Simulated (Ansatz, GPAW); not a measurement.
# From spin parameters to the magnetic ion

A crystal has the composition CsMI3, where M is a 3d element. A calculation (PBE+U, spin-orbit coupling in second variation, Ansatz) gives:

| Quantity | Value |
| --- | --- |
| S | 5/2 |
| g, averaged over the cell's ions | ⊥ 2.0069, ∥ 2.0082 |
| D, with anisotropic exchange | +0.559 cm⁻¹ (+16.8 GHz) |
| moment in its sphere | 4.62 μB |

**Question.** Which ion is it, and why?

The crystal is CsMnI3, space group P6_3/mmc. The spin sits on Mn, with 6 I at 2.92 Å round it. With the usual charges of the other elements M must be +2. The high-spin ion of that charge with S = 5/2 in this row is Mn²⁺ high-spin d⁵. Low-spin ions are left aside. The shift from the free-electron value is small, as for a half-filled shell without orbital momentum.

[Hosts, paths, dates, database ids (printed as entryN), source tags and the programs' standing remarks are cut or masked in the printed files.]
